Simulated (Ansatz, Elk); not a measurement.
**Bonding as seen by X-rays: Y2B**

The structure of Y2B used here is made up (a known structure type with other elements) and was relaxed beforehand with PBE. The aim is the Fourier transform of its all-electron density, F(hkl), set beside the sum over free spherical atoms that refinements use.

Program: Elk 11.2.3 (patched build). Level of theory: DFT, PBE, all-electron APW+lo, Dirac cores, scalar-relativistic bands, static density, no spin. Results are calculated unless marked as measured.

This account leaves out most program logs.

The structure was built from a prototype and need not be the compound's stable phase.

## Step 1: The structure

It takes space group R-3m (No. 166, trigonal). The conventional cell has a = 3.748 Å, b = 3.748 Å, c = 18.910 Å, α = 90.00°, β = 90.00°, γ = 120.00°. Nearest to Y lie 3 B at 2.59 Å. Nearest to B lie 6 Y at 2.59 Å. Farther neighbours are not listed.

## Step 2: Ground state and structure factors

An all-electron density is needed, since X-rays see the cores too. Task 0 finds the density and task 195 Fourier-transforms it; tshift is off so that phases refer to the origin typed.

The input, elk.in:

```
tasks
  0
  195

xctype
  20

spinpol
  .false.

rgkmax
  7.0

gmaxvr
  14.0

lmaxo
  7

lmaxapw
  8

swidth
  0.002

tshift
  .false.

ramdisk
  .false.

hmaxvr
  5.5

maxscl
  120

epspot
  1e-06

sppath
  './'

avec
  3.54154324478 2.04471094606 11.91162842769
  -3.54154324478 2.04471094606 11.91162842769
  0.00000000000 -4.08942189109 11.91162842787

atoms
  2
  'Y.in'
  2
  0.7421331684 0.7421331684 0.7421331684   0.000000 0.000000 0.000000
  0.2578668316 0.2578668316 0.2578668316   0.000000 0.000000 0.000000
  'B.in'
  1
  -0.0000000000 -0.0000000000 0.0000000000   0.000000 0.000000 0.000000

ngridk
  7 7 7
```

Command:

```
> OMP_NUM_THREADS=4 elk
```

Run time: 21 s. Hardware: 4 threads of Arm Neoverse V2, shared host; peak memory 0.19 GiB; 52 s of CPU time.

SFACRHO.OUT:

```text

h k l indices transformed by vhmat matrix:
   1.000000000       0.000000000       0.000000000    
   0.000000000       1.000000000       0.000000000    
   0.000000000       0.000000000       1.000000000    

      h      k      l  multipl.   |H|            Re(F)            Im(F)           |F|

      0      0      0      1   0.0000000       83.000000      0.45731056E-16   83.000000    
     -1     -1     -1      2  0.52748332       15.581668     -0.77852444E-17   15.581668    
      1      0      0      6   1.0392803      0.36667969     -0.18599734E-16  0.36667969    
     -2     -2     -2      2   1.0549666      -58.566362      0.17827570E-14   58.566362    
     -1      0     -1      6   1.0829819      -60.834238     -0.45953964E-15   60.834238    
      1      1      2      6   1.2425114       64.220974      0.92161624E-15   64.220974    
      1      2      2      6   1.3498420      -12.145322      0.19798892E-16   12.145322    
     -3     -3     -3      2   1.5824500      -22.562071     -0.14363633E-16   22.562071    
      3      2      2      6   1.6012630       21.726243     -0.10229908E-16   21.726243    
      2      3      3      6   1.7400500       53.974614      0.14020081E-16   53.974614    
      1      0     -1      6   1.7741377       57.800481      0.37968980E-16   57.800481    
      1      0      2     12   1.8508925       10.082438      0.18795985E-16   10.082438    
      3      4      3      6   2.0348781      -44.463567     -0.47018174E-17   44.463567    
     -1      1     -1      6   2.0561294     -0.65905497     -0.12100145E-16  0.65905497    
     -2     -1     -3     12   2.0641025      -48.109058      0.87981409E-15   48.109058    
      2      0      0      6   2.0785606      -49.966027     -0.30178850E-16   49.966027    
      4      4      4      2   2.1099333       44.796254      0.19692348E-17   44.796254    
      0      2      2      6   2.1659638       51.932145      0.25114906E-16   51.932145
```

Elk indexes on the primitive cell of elk.in and gives |H| = 4π sin θ/λ in inverse bohr. Below, one row stands for each form hkl of the conventional cell (m members, Friedel mates merged), F is for one primitive cell and the density is static (no thermal factor). Free-atom factors are Waasmaier and Kirfel's, and R is Σm||F|−|F'||/Σm|F|.

| hkl | m | sin θ/λ (Å⁻¹) | abs F, DFT | neutral atoms | diff. |
| --- | --- | --- | --- | --- | --- |
| 003 | 2 | 0.079 | 15.582 | 15.130 | +0.452 |
| 101 | 6 | 0.156 | 0.367 | 0.007 | +0.360 |
| 006 | 2 | 0.159 | 58.566 | 58.938 | -0.372 |
| 012 | 6 | 0.163 | 60.834 | 61.130 | -0.296 |
| 104 | 6 | 0.187 | 64.221 | 64.067 | +0.154 |
| 015 | 6 | 0.203 | 12.145 | 12.261 | -0.116 |
| 009 | 2 | 0.238 | 22.562 | 22.616 | -0.054 |
| 107 | 6 | 0.241 | 21.726 | 21.929 | -0.203 |
| 018 | 6 | 0.262 | 53.975 | 53.903 | +0.071 |
| 110 | 6 | 0.267 | 57.800 | 57.775 | +0.026 |
| 113 | 12 | 0.278 | 10.082 | 10.166 | -0.084 |
| 1 0 10 | 6 | 0.306 | 44.464 | 44.275 | +0.189 |
| 021 | 6 | 0.309 | 0.659 | 0.643 | +0.016 |
| 116 | 12 | 0.310 | 48.109 | 47.967 | +0.143 |
| 202 | 6 | 0.313 | 49.966 | 49.835 | +0.131 |
| 0 0 12 | 2 | 0.317 | 44.796 | 44.744 | +0.053 |
| 024 | 6 | 0.326 | 51.932 | 51.921 | +0.011 |
| 0 1 11 | 6 | 0.329 | 28.034 | 28.140 | -0.106 |
| 205 | 6 | 0.335 | 10.520 | 10.475 | +0.044 |
| 119 | 12 | 0.357 | 19.230 | 19.228 | +0.003 |
| 027 | 6 | 0.359 | 18.225 | 18.282 | -0.057 |
| 208 | 6 | 0.374 | 45.899 | 45.795 | +0.103 |

## Step 3: The highest occupied states alone

An energy window below the Fermi level keeps the highest occupied states, to see at which angles they scatter; shallow core shells can lie inside it and anion s states outside. No new self-consistency is needed.

elk.in: that of step 2 with these lines changed.

```diff
@@ -1,3 +1,2 @@
 tasks
-  0
   195
@@ -40,2 +39,5 @@
 
+wsfac
+  -0.344290 0.506950
+
 sppath
```

Command:

```
> OMP_NUM_THREADS=4 elk
```

It took 5.1 s on 4 threads; peak memory 0.16 GiB.

States within 15 eV below the Fermi level hold 9.00 electrons; any levels below the window count with the cores. Their amplitudes can exceed the total, where window and core parts have opposite phase:

| hkl | sin θ/λ (Å⁻¹) | abs F, window | abs F, all |
| --- | --- | --- | --- |
| 003 | 0.079 | 3.290 | 15.582 |
| 101 | 0.156 | 1.590 | 0.367 |
| 006 | 0.159 | 1.167 | 58.566 |
| 012 | 0.163 | 1.050 | 60.834 |
| 104 | 0.187 | 1.315 | 64.221 |
| 015 | 0.203 | 0.776 | 12.145 |
| 009 | 0.238 | 0.410 | 22.562 |
| 107 | 0.241 | 0.341 | 21.726 |
| 018 | 0.262 | 0.504 | 53.975 |
| 110 | 0.267 | 0.454 | 57.800 |

## Step 4: Another functional

The difference from free atoms is small, so it is set against the change that LDA (Perdew-Wang) makes.

elk.in: that of step 3 with these lines changed.

```diff
@@ -1,2 +1,3 @@
 tasks
+  0
   195
@@ -4,3 +5,3 @@
 xctype
-  20
+  3
 
@@ -39,5 +40,2 @@
 
-wsfac
-  -0.344290 0.506950
-
 sppath
```

Command:

```
> OMP_NUM_THREADS=4 elk
```

The job ended after 14 s (4 threads; peak memory 0.16 GiB).

Against the first run R = 0.05 %; the largest change is -0.033 at 1 1 27.

## Step 5: Basis size

The basis and the expansions that go with it are enlarged, to see whether the differences are converged.

elk.in: that of step 4 with these lines changed.

```diff
@@ -5,3 +5,3 @@
 xctype
-  3
+  20
 
@@ -11,12 +11,12 @@
 rgkmax
-  7.0
+  8.5
 
 gmaxvr
-  14.0
+  18.0
 
 lmaxo
-  7
+  9
 
 lmaxapw
-  8
+  10
```

Command:

```
> OMP_NUM_THREADS=4 elk
```

The job ended after 48 s (4 threads; peak memory 0.34 GiB; 2.1 min of CPU time).

Against the first run R = 0.01 %; the largest change is +0.005 at 1 2 14.

## Step 6: Basis size

A smaller basis shows how fast F responds to it; the change is likely larger than the basis error of the first run, but doesn't show convergence.

elk.in: that of step 5 with these lines changed.

```diff
@@ -11,12 +11,12 @@
 rgkmax
-  8.5
+  5.5
 
 gmaxvr
-  18.0
+  14.0
 
 lmaxo
-  9
+  7
 
 lmaxapw
-  10
+  8
```

Command:

```
> OMP_NUM_THREADS=4 elk
```

Wall time 18 s (4 threads); peak memory 0.16 GiB.

Against the first run R = 0.03 %; the largest change is -0.038 at 104.

## Step 7: Settings against the effect

```csv
run,R against the first run (%),"R against neutral atoms, low angle (%)",wall time
"PBE, rgkmax 7",0.00,0.52,21 s
LDA (Perdew-Wang),0.05,0.49,14 s
rgkmax 8.5 with larger expansions,0.01,0.52,48 s
rgkmax 5.5,0.03,0.50,18 s
```

## Step 8: Outcome

* R against neutral atoms, sin θ/λ < 0.3 Å⁻¹: 0.52 %
* R against neutral atoms, 0.3 to 0.79 Å⁻¹: 0.17 %

**Reading.** Independent neutral atoms miss the calculated amplitudes by R = 0.52 % below 0.3 Å⁻¹ and 0.17 % from there to 0.79 Å⁻¹; by shells, 2.90 % below 0.15 Å⁻¹ (1 form), 0.48 % 0.15 to 0.3 (10 forms), 0.18 % 0.3 to 0.45 (22 forms), 0.17 % above 0.45 (116 forms). Bonding, aspherical density and the tables' own atoms all enter these figures, and the runs don't part them. The largest change of an amplitude is +0.45 electrons, at 003. Weak lines can change much in proportion: 101 goes from 0.01 to 0.37. The window's part falls from 9.0 electrons at the origin to at most 0.09 between 0.45 and 0.79 Å⁻¹. Below 0.3 Å⁻¹ the changes that finished (LDA (Perdew-Wang), rgkmax 8.5 with larger expansions and rgkmax 5.5) move F by R = 0.06 % at most, against the 0.52 % that separates it from free atoms. The k-mesh has no finished test. Part of the difference isn't bonding: the tables are fits to free atoms and ions calculated by other methods than this functional. Thermal motion, anomalous dispersion and extinction are left out.

[Logs are printed without paths, hosts, clocks, repeated set-up lines and the standing remarks that a program may print on its own settings, such as how far it seeks lower states.]

[Hosts, paths, dates, database ids (printed as entryN), source tags and the programs' standing remarks are cut or masked in the printed files.]
